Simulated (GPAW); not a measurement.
Consider NaLiZnS2 (P3m1).

```xyz
5
Lattice="3.9821 0.0000 0.0000 -1.9910 3.4486 0.0000 0.0000 0.0000 6.8239" Properties=species:S:1:pos:R:3 pbc="T T T"
Zn    1.9910    1.1495    4.1737
S     1.9910    1.1495    1.8543
S     0.0000    2.2990    5.0074
Na    0.0000    0.0000    0.1785
Li    0.0000    2.2990    2.4337
```

Absorber: atom 1, with 1 S at 2.32 Å and 3 S at 2.45 Å (distorted tetrahedral, site symmetry 3m). Method: GPAW, LDA, full core hole (charged cell), 15-atom cell with 6.8 Å between holes, 3×3×3 k points, dipole transitions, Gaussian full width 1.67 eV up to 4 eV, rising linearly to 3.5 eV at 25 eV.

Q: Predict the near-edge structure at the Zn K edge.

Main maxima up to 30 eV above the zero (height): 3.8 eV (1.82), 10.0 eV (1.23) and 27.0 eV (0.99). A K edge sees empty p states on the absorber. The total-energy difference plus the lowest empty eigenvalue puts the zero at 9672.03 eV. One term is added: -30.82 eV, since the hole is spin-paired here and a spin-polarised one costs that much less in the free atom (computed apart). The photon energy is then 9641.21 eV. The tabulated edge of the element is 9659 eV. The functional and the charged cell's background leave an error in such absolute values: in the free atom LDA prices this hole 19.1 eV below PBE (computed apart), and PBE is itself good to a few eV.

The Zn K spectrum (energy from the lowest empty level; intensity scaled to a mean of 1 over the first 20 eV; polarised curves are means over the symmetry-equivalent atoms):

```
E (eV)  isotropic  ε ⊥ c  ε ∥ c
  -2.0       0.00   0.00   0.00
  -1.5       0.00   0.00   0.00
  -1.0       0.00   0.00   0.01
  -0.5       0.01   0.00   0.02
   0.0       0.03   0.01   0.06
   0.5       0.08   0.05   0.13
   1.0       0.18   0.17   0.21
   1.5       0.38   0.41   0.30
   2.0       0.66   0.74   0.48
   2.5       1.03   1.14   0.80
   3.0       1.45   1.60   1.15
   3.5       1.75   1.93   1.40
   4.0       1.81   1.97   1.49
   4.5       1.75   1.90   1.45
   5.0       1.70   1.86   1.38
   5.5       1.54   1.65   1.31
   6.0       1.24   1.25   1.23
   6.5       0.96   0.88   1.12
   7.0       0.82   0.70   1.05
   7.5       0.82   0.70   1.06
   8.0       0.89   0.75   1.15
   8.5       1.00   0.84   1.31
   9.0       1.12   0.96   1.45
   9.5       1.20   1.07   1.47
  10.0       1.23   1.15   1.39
  10.5       1.20   1.18   1.24
  11.0       1.13   1.16   1.07
  11.5       1.06   1.12   0.92
  12.0       1.00   1.10   0.81
  12.5       0.99   1.09   0.79
  13.0       1.00   1.09   0.82
  13.5       1.00   1.06   0.89
  14.0       0.99   1.01   0.95
  14.5       0.95   0.94   0.98
  15.0       0.92   0.89   0.98
  15.5       0.91   0.88   0.95
  16.0       0.90   0.90   0.92
  16.5       0.90   0.91   0.87
  17.0       0.88   0.91   0.83
  17.5       0.85   0.88   0.79
  18.0       0.81   0.84   0.75
  18.5       0.78   0.80   0.73
  19.0       0.75   0.77   0.72
  19.5       0.74   0.75   0.71
  20.0       0.74   0.75   0.71
  20.5       0.75   0.76   0.71
  21.0       0.76   0.77   0.73
  21.5       0.78   0.78   0.77
  22.0       0.79   0.77   0.81
  22.5       0.80   0.77   0.86
  23.0       0.81   0.76   0.89
  23.5       0.82   0.77   0.91
  24.0       0.84   0.80   0.92
  24.5       0.87   0.84   0.93
  25.0       0.90   0.89   0.93
  25.5       0.94   0.93   0.95
  26.0       0.97   0.95   0.99
  26.5       0.99   0.96   1.04
  27.0       0.99   0.94   1.10
  27.5       0.98   0.91   1.14
  28.0       0.96   0.87   1.15
  28.5       0.92   0.82   1.12
  29.0       0.87   0.77   1.06
  29.5       0.81   0.72   0.99
  30.0       0.76   0.68   0.91
  30.5       0.72   0.66   0.83
  31.0       0.69   0.64   0.78
  31.5       0.67   0.64   0.73
  32.0       0.67   0.65   0.71
```

The script folds with a Gaussian, whereas the core hole's own line is a Lorentzian, so the onset is too steep and the first peak too high. The mesh is coarse (0.35 Å⁻¹ between points), so small maxima may be mesh ripples. The structure is a computed Materials Project entry and may be a hypothetical form.

[Banner, clock and machine lines of the logs are left out without a mark of their own.]

[Logs are printed without paths, hosts, clocks, repeated set-up lines and the standing remarks that a program may print on its own settings, such as how far it seeks lower states.]

[Hosts, paths, dates, database ids (printed as entryN), source tags and the programs' standing remarks are cut or masked in the printed files.]

[Lists of maxima count a maximum above −3 eV only where it reaches 4 % of the highest in the window and stands out from its surroundings by 2 % of it (1.5 % where it reaches 55 %); shoulders and weaker maxima are passed over, and of the rest the first, up to two pre-edge ones and the few strongest are named.]
